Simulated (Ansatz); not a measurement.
## O on Ta(110): change of the work function

How does O on the hollow site change the work function of Ta(110) as the layer fills?

Method: plane-wave DFT, PBE, Ansatz PAW, in Ansatz 0.2.0.

### Step 1. The structure

The cell holds 4 atoms: 4 Ta. Its edges and angles: a = 2.867 Å, b = 2.867 Å, c = 25.022 Å, α = 90.0°, β = 90.0°, γ = 70.5°. Vacuum lies along c.

### Step 2. The clean slab

The bare slab comes first, as the zero from which every change is counted. The two lowest layers are held at bulk places and the upper ones relax. The dipole correction removes the false field that a one-sided slab makes across the periodic vacuum, so each face gets a flat vacuum level of its own.

input.yaml

```yaml
crystal:
  lattice:
    - [2.3405234457, -1.655, 0.0]
    - [2.3405234457, 1.655, 0.0]
    - [0.0, 0.0, 25.0215703372]
  atoms:
    - { symbol: Ta, position: [0.0, 0.0, 0.3596896549] }
    - { symbol: Ta, position: [0.5, 0.5, 0.453229885] }
    - { symbol: Ta, position: [0.0, 0.0, 0.546770115] }
    - { symbol: Ta, position: [0.5, 0.5, 0.6403103451] }
kpoints:
  mp_grid: { grid: [12, 12, 1] }
hamiltonian:
  xc: pbe
scf:
  occupations: { method: fermi_dirac, width: 0.1 }
  convergence: { dr2_threshold: 1.0e-08 }
efield:
  axis: 3
  dipole_correction: true
  ramp_position: 0.97
  ramp_width: 0.06
relax:
  f_tol: 0.02
  max_steps: 60
  constraints: [{ sites: [0, 1] }]
output:
  write_potential: true
  write_density: true
  volumetric_format: npy
```

Command:

```
ansatz run input.yaml --threads 4 --pin off --max-ram 6144MiB --backend cpu --events-out ev --progress --plain --runs-dir out
```

Numbers of over 12 decimals in the logs are rounded to 6 here.

Log:

```text
Engine: ansatz 0.2.0, x86_64-unknown-linux-gnu
Pseudopotentials: kind: paw
Pseudopotential: Ta, paw, valence charge 13, recommended cutoff 420 eV (normal), Ta.paw.azcp
Functional definition: PBE
  parameter kappa = 0.804
  parameter beta = 0.066725
  exchange = pbe_x(kappa = kappa, mu = beta*pi^2/3)
  correlation = pbe_c(beta = beta)
Crystal: 4 atoms, lattice volume = 193.845 Å³
Basis set: ecut = 420 eV, 3793 PW (Γ), exchange–correlation on 40×40×360 points (8 copies of the dense FFT grid, shifted against one another)
Bands: 32, of which v1, the nominal top of the filled ones, is band 26 counted from 1 (25 counted from 0)
Symmetry: 4 space group operations
k-points: 43 of 144
Non-local potential: Ta, projectors of the file, l = 0: 3, l = 1: 2, l = 2: 2, l = 3: 1
PAW form: soft (Blöchl's): semilocal exchange-correlation on the pseudo side does not see the compensation charge
PAW one-centre angular grid: Ta, 590 points (default); XC on 64 Gauss nodes
Initial density: superposition of atomic densities (neutral atoms: chi_scale 0, normalization atom), corrected by the library's trained network
Initial wavefunctions: pseudopotential atomic-orbital guess
Functional: x = pbe(κ = 0.804, μ = 0.219515), c = pbe(β = 0.066725)
SCF iter   1: F=—  HF=-39726.805781 eV  |F-HF|=—  |Δ(HF+E_count)|=         —  Δρ=5.76e-3  dr2=1.31e0  ethr=1.77e-3  p=0.000 e·Å  D=9.46e-14 V/Å  ΔV_dip=-0.00 eV  dr2_dipole=3.97e-7  V_vac-E_F(+/−)=4.99/4.99 eV  ⟨swp⟩=7.2  Hψ=6700  notcnv=0
efield: sawtooth ramp at fractional position 0.9700 (set: `efield.ramp_position`, or a place that a band, a saddle search or an elastic batch's reference lends), width 0.0600; the density the first Hamiltonian is built on has a dipole p = 0.000 e·Å; the dipole correction subtracts the counter field D = 9.46e-14 V/Å, which shifts the + side's vacuum level by -0.00 eV against the − side's; the planar-averaged density in the ramp window peaks in size at 1.7e-5 e/Å³
preconditioner: auto → LDOS  [metal: Δε(μ)=0.027 eV  Ē_g=3.845 eV  σ=0.100 eV  W_gap=0.07  n_scr=16 (ndim 8)  ℏωp=11.9 eV  f_vac=0.544  D(μ)=5.69/eV (n_scr^D=18)  β→1.0]
SCF iter   2: F=—  HF=-39726.762829 eV  |F-HF|=—  |Δ(HF+E_count)|=   4.30e-2  Δρ=1.63e-3  dr2=8.36e-3  ethr=1.77e-3  p=0.000 e·Å  D=1.67e-5 V/Å  ΔV_dip=-0.00 eV  dr2_dipole=3.15e-7  V_vac-E_F(+/−)=4.81/4.81 eV  ⟨swp⟩=1.4  Hψ=1741  notcnv=0
SCF iter   3: F=—  HF=-39726.763828 eV  |F-HF|=—  |Δ(HF+E_count)|=   9.99e-4  Δρ=5.10e-4  dr2=2.77e-3  ethr=1.61e-5  p=0.000 e·Å  D=3.06e-6 V/Å  ΔV_dip=-0.00 eV  dr2_dipole=3.33e-9  V_vac-E_F(+/−)=4.83/4.83 eV  ⟨swp⟩=2.9  Hψ=2823  notcnv=0
SCF iter   4: F=—  HF=-39726.763796 eV  |F-HF|=—  |Δ(HF+E_count)|=   3.29e-5  Δρ=1.73e-4  dr2=1.10e-4  ethr=5.34e-6  p=0.000 e·Å  D=2.16e-6 V/Å  ΔV_dip=-0.00 eV  dr2_dipole=3.84e-12  V_vac-E_F(+/−)=4.82/4.82 eV  ⟨swp⟩=2.3  Hψ=2226  notcnv=0
SCF iter   5: F=—  HF=-39726.763805 eV  |F-HF|=—  |Δ(HF+E_count)|=   9.25e-6  Δρ=5.33e-5  dr2=4.45e-6  ethr=2.12e-7  p=0.000 e·Å  D=1.35e-6 V/Å  ΔV_dip=-0.00 eV  dr2_dipole=4.30e-11  V_vac-E_F(+/−)=4.81/4.81 eV  ⟨swp⟩=2.5  Hψ=2216  notcnv=0
SCF iter   6: F=—  HF=-39726.763676 eV  |F-HF|=—  |Δ(HF+E_count)|=   1.28e-4  Δρ=2.05e-5  dr2=1.62e-6  ethr=8.57e-9  p=0.000 e·Å  D=7.03e-7 V/Å  ΔV_dip=-0.00 eV  dr2_dipole=5.49e-14  V_vac-E_F(+/−)=4.81/4.81 eV  ⟨swp⟩=2.7  Hψ=2519  notcnv=0
SCF iter   7: F=—  HF=-39726.763677 eV  |F-HF|=—  |Δ(HF+E_count)|=   4.16e-7  Δρ=5.04e-6  dr2=4.42e-8  ethr=3.12e-9  p=0.000 e·Å  D=3.04e-7 V/Å  ΔV_dip=-0.00 eV  dr2_dipole=2.10e-12  V_vac-E_F(+/−)=4.81/4.81 eV  ⟨swp⟩=2.7  Hψ=2586  notcnv=0
SCF iter   8: F=-39726.763677 eV  HF=-39726.763677 eV  |F-HF|=1.96e-8  |Δ(HF+E_count)|=   7.49e-8  Δρ=1.58e-6  dr2=3.85e-9  ethr=1.92e-11  p=0.000 e·Å  D=1.31e-7 V/Å  ΔV_dip=-0.00 eV  dr2_dipole=4.65e-14  V_vac-E_F(+/−)=4.81/4.81 eV  ⟨swp⟩=10.9  Hψ=10421  notcnv=0
SCF 1 converged in 8 iterations: F = -39726.763677 eV  dr2 = 3.85e-9
  greatest PAW one-centre occupation: 0.999 electrons in one spin orbital (limit 2), on the Ta atom at site 0 (counted from 0), in its partial waves of l = 0
relax step   1: F+E_penalty+E_count = -39726.76367691 eV  Δ(F+E_penalty+E_count) = +0.000e0 eV  max|allowed force component| = 4.148e-1 eV/Å  Δτ_max = 0.0000 Å  (8 SCF iters, accepted)
Initial density: handed on by an earlier stage of this run
Initial wavefunctions: those handed on with the density
iter 1 solved again at ethr=2.39e-3 eV; its pass at ethr=3.10e-3 eV (dr2=1.24e0 eV) is discarded
SCF iter   1: F=—  HF=-39726.839722 eV  |F-HF|=—  |Δ(HF+E_count)|=         —  Δρ=9.90e-3  dr2=1.15e0  ethr=2.39e-3  p=0.000 e·Å  D=1.08e-6 V/Å  ΔV_dip=-0.00 eV  dr2_dipole=5.18e-3  V_vac-E_F(+/−)=4.85/4.85 eV  ⟨swp⟩=1.1  Hψ=5524  notcnv=0
efield: sawtooth ramp at fractional position 0.9700 (set: `efield.ramp_position`, or a place that a band, a saddle search or an elastic batch's reference lends), width 0.0600; the density the first Hamiltonian is built on has a dipole p = 0.000 e·Å; the dipole correction subtracts the counter field D = 1.08e-6 V/Å, which shifts the + side's vacuum level by -0.00 eV against the − side's; the planar-averaged density in the ramp window peaks in size at 9.3e-6 e/Å³
preconditioner: auto → LDOS  [metal: Δε(μ)=0.002 eV  Ē_g=3.957 eV  σ=0.100 eV  W_gap=0.00  n_scr=16 (ndim 8)  ℏωp=11.9 eV  f_vac=0.555  D(μ)=5.52/eV (n_scr^D=18)  β→1.0]
SCF iter   2: F=—  HF=-39726.769059 eV  |F-HF|=—  |Δ(HF+E_count)|=   7.07e-2  Δρ=5.59e-3  dr2=2.66e-1  ethr=2.21e-3  p=0.012 e·Å  D=1.12e-2 V/Å  ΔV_dip=-0.28 eV  dr2_dipole=6.71e-3  V_vac-E_F(+/−)=4.53/4.81 eV  ⟨swp⟩=3.0  Hψ=2184  notcnv=0
SCF iter   3: F=—  HF=-39726.745759 eV  |F-HF|=—  |Δ(HF+E_count)|=   2.33e-2  Δρ=1.82e-3  dr2=2.99e-2  ethr=5.11e-4  p=0.006 e·Å  D=5.53e-3 V/Å  ΔV_dip=-0.14 eV  dr2_dipole=1.11e-3  V_vac-E_F(+/−)=4.69/4.83 eV  ⟨swp⟩=3.1  Hψ=2953  notcnv=0
SCF iter   4: F=—  HF=-39726.742033 eV  |F-HF|=—  |Δ(HF+E_count)|=   3.73e-3  Δρ=4.37e-4  dr2=8.85e-4  ethr=5.74e-5  p=0.006 e·Å  D=5.97e-3 V/Å  ΔV_dip=-0.15 eV  dr2_dipole=2.49e-5  V_vac-E_F(+/−)=4.67/4.82 eV  ⟨swp⟩=2.3  Hψ=2120  notcnv=0
SCF iter   5: F=—  HF=-39726.742232 eV  |F-HF|=—  |Δ(HF+E_count)|=   1.99e-4  Δρ=1.46e-4  dr2=1.02e-4  ethr=1.70e-6  p=0.006 e·Å  D=5.82e-3 V/Å  ΔV_dip=-0.15 eV  dr2_dipole=1.05e-5  V_vac-E_F(+/−)=4.68/4.82 eV  ⟨swp⟩=2.2  Hψ=2050  notcnv=0
SCF iter   6: F=—  HF=-39726.742256 eV  |F-HF|=—  |Δ(HF+E_count)|=   2.39e-5  Δρ=4.66e-5  dr2=2.46e-5  ethr=1.96e-7  p=0.006 e·Å  D=5.53e-3 V/Å  ΔV_dip=-0.14 eV  dr2_dipole=6.35e-6  V_vac-E_F(+/−)=4.68/4.82 eV  ⟨swp⟩=2.4  Hψ=2107  notcnv=0
SCF iter   7: F=—  HF=-39726.742248 eV  |F-HF|=—  |Δ(HF+E_count)|=   7.61e-6  Δρ=1.66e-5  dr2=2.34e-6  ethr=4.72e-8  p=0.006 e·Å  D=5.42e-3 V/Å  ΔV_dip=-0.14 eV  dr2_dipole=1.75e-8  V_vac-E_F(+/−)=4.69/4.82 eV  ⟨swp⟩=2.3  Hψ=1762  notcnv=0
SCF iter   8: F=—  HF=-39726.742124 eV  |F-HF|=—  |Δ(HF+E_count)|=   1.24e-4  Δρ=4.53e-6  dr2=6.35e-8  ethr=4.51e-9  p=0.006 e·Å  D=5.34e-3 V/Å  ΔV_dip=-0.13 eV  dr2_dipole=2.65e-9  V_vac-E_F(+/−)=4.69/4.82 eV  ⟨swp⟩=2.0  Hψ=1815  notcnv=0
SCF iter   9: F=—  HF=-39726.742124 eV  |F-HF|=—  |Δ(HF+E_count)|=   6.07e-8  Δρ=1.58e-6  dr2=1.94e-8  ethr=1.92e-11  p=0.006 e·Å  D=5.32e-3 V/Å  ΔV_dip=-0.13 eV  dr2_dipole=5.12e-9  V_vac-E_F(+/−)=4.69/4.82 eV  ⟨swp⟩=11.3  Hψ=10974  notcnv=0
SCF iter  10: F=-39726.742124 eV  HF=-39726.742124 eV  |F-HF|=1.78e-9  |Δ(HF+E_count)|=   1.34e-8  Δρ=5.83e-7  dr2=1.36e-9  ethr=1.92e-11  p=0.006 e·Å  D=5.31e-3 V/Å  ΔV_dip=-0.13 eV  dr2_dipole=4.48e-10  V_vac-E_F(+/−)=4.69/4.82 eV  ⟨swp⟩=10.0  Hψ=9393  notcnv=0
SCF 2 converged in 10 iterations: F = -39726.742124 eV  dr2 = 1.36e-9
  greatest PAW one-centre occupation: 1.000 electrons in one spin orbital (limit 2), on the Ta atom at site 3 (counted from 0), in its partial waves of l = 0
relax step   2: F+E_penalty+E_count = -39726.74212439 eV  Δ(F+E_penalty+E_count) = +2.155e-2 eV  max|allowed force component| = 7.793e-1 eV/Å  Δτ_max = 0.1926 Å  (10 SCF iters, rejected (line search))
iter 1 solved again at ethr=8.38e-4 eV; its pass at ethr=3.10e-3 eV (dr2=4.36e-1 eV) is discarded
SCF iter   1: F=—  HF=-39726.815844 eV  |F-HF|=—  |Δ(HF+E_count)|=         —  Δρ=5.63e-3  dr2=4.24e-1  ethr=8.38e-4  p=0.006 e·Å  D=5.31e-3 V/Å  ΔV_dip=-0.13 eV  dr2_dipole=4.73e-3  V_vac-E_F(+/−)=4.67/4.80 eV  ⟨swp⟩=1.2  Hψ=4821  notcnv=0
efield: sawtooth ramp at fractional position 0.9700 (set: `efield.ramp_position`, or a place that a band, a saddle search or an elastic batch's reference lends), width 0.0600; the density the first Hamiltonian is built on has a dipole p = 0.006 e·Å; the dipole correction subtracts the counter field D = 5.31e-3 V/Å, which shifts the + side's vacuum level by -0.13 eV against the − side's; the planar-averaged density in the ramp window peaks in size at 5.6e-6 e/Å³
preconditioner: auto → LDOS  [metal: Δε(μ)=0.011 eV  Ē_g=3.847 eV  σ=0.100 eV  W_gap=0.03  n_scr=16 (ndim 8)  ℏωp=11.9 eV  f_vac=0.548  D(μ)=5.97/eV (n_scr^D=30)  β→1.0]
SCF iter   2: F=—  HF=-39726.790125 eV  |F-HF|=—  |Δ(HF+E_count)|=   2.57e-2  Δρ=3.00e-3  dr2=5.27e-2  ethr=8.15e-4  p=-0.002 e·Å  D=-1.66e-3 V/Å  ΔV_dip=0.04 eV  dr2_dipole=2.68e-3  V_vac-E_F(+/−)=4.86/4.82 eV  ⟨swp⟩=2.7  Hψ=2118  notcnv=0
SCF iter   3: F=—  HF=-39726.784848 eV  |F-HF|=—  |Δ(HF+E_count)|=   5.28e-3  Δρ=1.14e-3  dr2=1.41e-2  ethr=1.01e-4  p=0.002 e·Å  D=2.13e-3 V/Å  ΔV_dip=-0.05 eV  dr2_dipole=1.26e-3  V_vac-E_F(+/−)=4.77/4.82 eV  ⟨swp⟩=2.8  Hψ=2591  notcnv=0
SCF iter   4: F=—  HF=-39726.783331 eV  |F-HF|=—  |Δ(HF+E_count)|=   1.52e-3  Δρ=3.41e-4  dr2=1.45e-3  ethr=2.72e-5  p=0.002 e·Å  D=1.77e-3 V/Å  ΔV_dip=-0.04 eV  dr2_dipole=2.49e-4  V_vac-E_F(+/−)=4.77/4.82 eV  ⟨swp⟩=2.0  Hψ=1772  notcnv=0
SCF iter   5: F=—  HF=-39726.783264 eV  |F-HF|=—  |Δ(HF+E_count)|=   6.71e-5  Δρ=1.01e-4  dr2=7.32e-5  ethr=2.78e-6  p=0.002 e·Å  D=1.73e-3 V/Å  ΔV_dip=-0.04 eV  dr2_dipole=4.36e-6  V_vac-E_F(+/−)=4.77/4.82 eV  ⟨swp⟩=2.1  Hψ=1774  notcnv=0
SCF iter   6: F=—  HF=-39726.783249 eV  |F-HF|=—  |Δ(HF+E_count)|=   1.55e-5  Δρ=2.91e-5  dr2=2.16e-6  ethr=1.41e-7  p=0.002 e·Å  D=1.85e-3 V/Å  ΔV_dip=-0.05 eV  dr2_dipole=9.85e-8  V_vac-E_F(+/−)=4.77/4.82 eV  ⟨swp⟩=2.8  Hψ=2503  notcnv=0
SCF iter   7: F=—  HF=-39726.783127 eV  |F-HF|=—  |Δ(HF+E_count)|=   1.21e-4  Δρ=1.01e-5  dr2=3.49e-7  ethr=4.15e-9  p=0.002 e·Å  D=1.92e-3 V/Å  ΔV_dip=-0.05 eV  dr2_dipole=1.10e-8  V_vac-E_F(+/−)=4.77/4.82 eV  ⟨swp⟩=2.3  Hψ=2300  notcnv=0
SCF iter   8: F=—  HF=-39726.783127 eV  |F-HF|=—  |Δ(HF+E_count)|=   2.34e-7  Δρ=2.98e-6  dr2=4.09e-8  ethr=6.71e-10  p=0.002 e·Å  D=1.98e-3 V/Å  ΔV_dip=-0.05 eV  dr2_dipole=1.07e-10  V_vac-E_F(+/−)=4.77/4.82 eV  ⟨swp⟩=2.3  Hψ=2073  notcnv=0
SCF iter   9: F=-39726.783127 eV  HF=-39726.783127 eV  |F-HF|=3.35e-9  |Δ(HF+E_count)|=   3.84e-8  Δρ=1.03e-6  dr2=5.51e-9  ethr=1.92e-11  p=0.002 e·Å  D=1.99e-3 V/Å  ΔV_dip=-0.05 eV  dr2_dipole=6.17e-10  V_vac-E_F(+/−)=4.77/4.82 eV  ⟨swp⟩=10.8  Hψ=10460  notcnv=0
SCF 3 converged in 9 iterations: F = -39726.783127 eV  dr2 = 5.51e-9
relax step   3: F+E_penalty+E_count = -39726.78312741 eV  Δ(F+E_penalty+E_count) = -1.945e-2 eV  max|allowed force component| = 1.779e-2 eV/Å  Δτ_max = 0.0888 Å  (9 SCF iters, accepted)
NSCF: frozen V_eff on 43 k-points
the band table was solved once a step of the walk had ended and its energy, with any forces and stress, was formed, with the checks that follow a solve (7258 applications of the Hamiltonian). They found nothing against the state; the energy, forces and stress were not computed again (output.eigenvalues in the input reference)
WARN: The output density's exchange-correlation potential varies sharply where the density is thin. Do not read a vacuum level from v_tot or v_xc, or from such a field of the output density. On a cell that repeats whose density bears no net charge and no dipole along the vacuum's axis use v_es (v_loc + v_h of the components); under efield.dipole_correction with no amplitude use v_es + v_field, which holds any externa [...]
SCF converged after 9 iterations
Free energy (F): -39726.783127 eV
Harris-Foulkes:  -39726.783127 eV  (|F-HF|=3.35e-9)
Internal energy: -39726.594280 eV  (E = F + TS)
E sigma→0 (E₀):  -39726.688704 eV
Entropy (-TS):   -0.188848 eV (-47.212 meV/atom)
Fermi energy:    4.106388 eV
Dipole field:    D = 0.002028 V/Å  (p = 0.002173 e·Å, saw-weighted, corrected)
Work function:   Φ+ = 4.7668 eV   Φ− = 4.8176 eV
Levels:          The Fermi level and band energies are counted from a zero that moves with the ramp; work functions are not
--- Per-component energies (eV) ---
  E_band       = -1175.816871
  E_kinetic    = 1457.922003
  E_local      = -55624.545056  (includes V_loc(G=0)·N_el)
  E_nonlocal   = 59.651063
  E_hartree    = 27096.646379
  E_xc         = -870.143284
  E_vxc        = -811.251716  (∫ρ·V_xc dr)
  E_paw        = -33585.914433  (= ΣΔE_a)
  E_vpaw       = -450.895849  (= ΣTr[D̂ρ^β])
  E_aug_tail   = 0.000571  (compensation charges beyond the density's cutoff)
  E_efield     = 0.000002  (sawtooth field / dipole correction)
  E_vefield    = 0.002282  (∫n·V_field dr)
  E_ewald      = 21739.788475
  E_smearing   = -0.188848  (= −TS)
  E_closure    = 0.000000  (closes the sum)
  Σ components = -39726.783127   (vs F -39726.783127, Δ=0.00e0)
--- Forces (eV/Å), atoms counted from 1 ---
  atom   1  Ta     0.00000000     0.00000000     0.43128869
  atom   2  Ta     0.00000000     0.00000000    -0.43322401
  atom   3  Ta     0.00000000     0.00000000    -0.01585188
  atom   4  Ta     0.00000000     0.00000000     0.01778523
  max |Σ_I F_I| component: 1.97e-6 eV/Å
--- Band table (eV; the first three rows and the last of 43) ---
  k-point 0: bands = [... 22 lower, 3.5859, 3.8018, 3.9092, 4.4738, 4.5203, 4.6621, 5.1191, 5.3470, ... 2 higher]
  k-point 1: bands = [... 22 lower, 3.5025, 3.7840, 3.9078, 4.2606, 4.4534, 4.7338, 5.0508, 5.2065, ... 2 higher]
  k-point 2: bands = [... 22 lower, 3.3305, 3.6231, 3.8165, 3.9022, 4.1304, 4.4107, 5.2264, 5.4658, ... 2 higher]
  k-point 42: bands = [... 22 lower, 2.9030, 3.3565, 4.2352, 5.6752, 5.9858, 6.4812, 6.5254, 6.5718, ... 2 higher]
--- Relaxed structure (3 steps of the walk, 2 accepted, 0 SCFs on fresh bases) ---
  F+E_penalty+E_count = -39726.78312741 eV   max|allowed force component| = 1.779e-2 eV/Å
  atoms:
    - { symbol: Ta, position: [0.0, 0.0, 0.3596896549] }
    - { symbol: Ta, position: [0.5, 0.5, 0.453230] }
    - { symbol: Ta, position: [0.0, 0.0, 0.546866] }
    - { symbol: Ta, position: [0.5, 0.5, 0.636762] }
```

It took 20 s on 4 threads of AMD EPYC 7R43, shared host; peak memory 0.62 GiB; 74 s of CPU time.

Step by step:

| step | energy less that of the first step (eV) | largest force component (eV/Å) |
| --- | --- | --- |
| 1 | 0.0000 | 0.4148 |
| 2 | 0.0216 | 0.7793 |
| 3 | -0.0194 | 0.0178 |

Relaxation step 2 was tried and not accepted.

Forces are held to the 4 operations that the run works with; a distortion that breaks them can't arise in this run.

The atoms that moved most (Å):

| atom | dx | dy | dz | length |
| --- | --- | --- | --- | --- |
| Ta4 | 0.000 | 0.000 | -0.089 | 0.089 |

Final coordinates:

```cif
data_structure
_symmetry_space_group_name_H-M 'P 1'
_symmetry_Int_Tables_number 1
_cell_length_a 2.8665
_cell_length_b 2.8665
_cell_length_c 25.0216
_cell_angle_alpha 90.000
_cell_angle_beta 90.000
_cell_angle_gamma 70.529
_cell_volume 193.85
loop_
_atom_site_label
_atom_site_type_symbol
_atom_site_fract_x
_atom_site_fract_y
_atom_site_fract_z
_atom_site_occupancy
Ta1 Ta 0.00000 0.00000 0.35969 1
Ta2 Ta 0.50000 0.50000 0.45323 1
Ta3 Ta 0.00000 0.00000 0.54687 1
Ta4 Ta 0.50000 0.50000 0.63676 1
```

Numbers from this step:

```
energy at zero smearing        : -39726.6887 eV
work function, upper face      : 4.767 eV
work function, lower face      : 4.818 eV
dipole along the normal        : 0.002173 e·Å
step between the vacuum levels : -0.05075 eV
```

Running mean over 2.341 Å of the planar mean; the ramp of the sawtooth is left out. Table of electron's electrostatic potential energy less the Fermi level by z:

| z (Å) | electron's electrostatic potential energy less the Fermi level (eV) |
| --- | --- |
| 4 | 4.82 |
| 5 | 4.80 |
| 6 | 4.62 |
| 7 | 2.96 |
| 8 | -5.19 |
| 9 | -10.1 |
| 10 | -10.0 |
| 11 | -9.98 |
| 12 | -9.96 |
| 13 | -9.96 |
| 14 | -10.3 |
| 15 | -10.9 |
| 16 | -10.1 |
| 17 | -4.55 |
| 18 | 3.18 |
| 19 | 4.60 |
| 20 | 4.75 |
| 21 | 4.77 |

The relaxation took 3 steps and lowered the energy by 0.019 eV; the largest force on the free atoms ends at 0.018 eV/Å.

The work function of the upper face is 4.77 eV.

(Continued in part 2 of 3.)

[Logs are printed without paths, hosts, clocks, repeated set-up lines and the standing remarks that a program may print on its own settings, such as how far it seeks lower states.]

[Hosts, paths, dates, database ids (printed as entryN), source tags and the programs' standing remarks are cut or masked in the printed files.]

[Maps of the electrostatic potential energy from Ansatz leave out the sawtooth potential of an applied field or a dipole correction, so their vacuum need not be flat; planar profiles and work functions include it.]
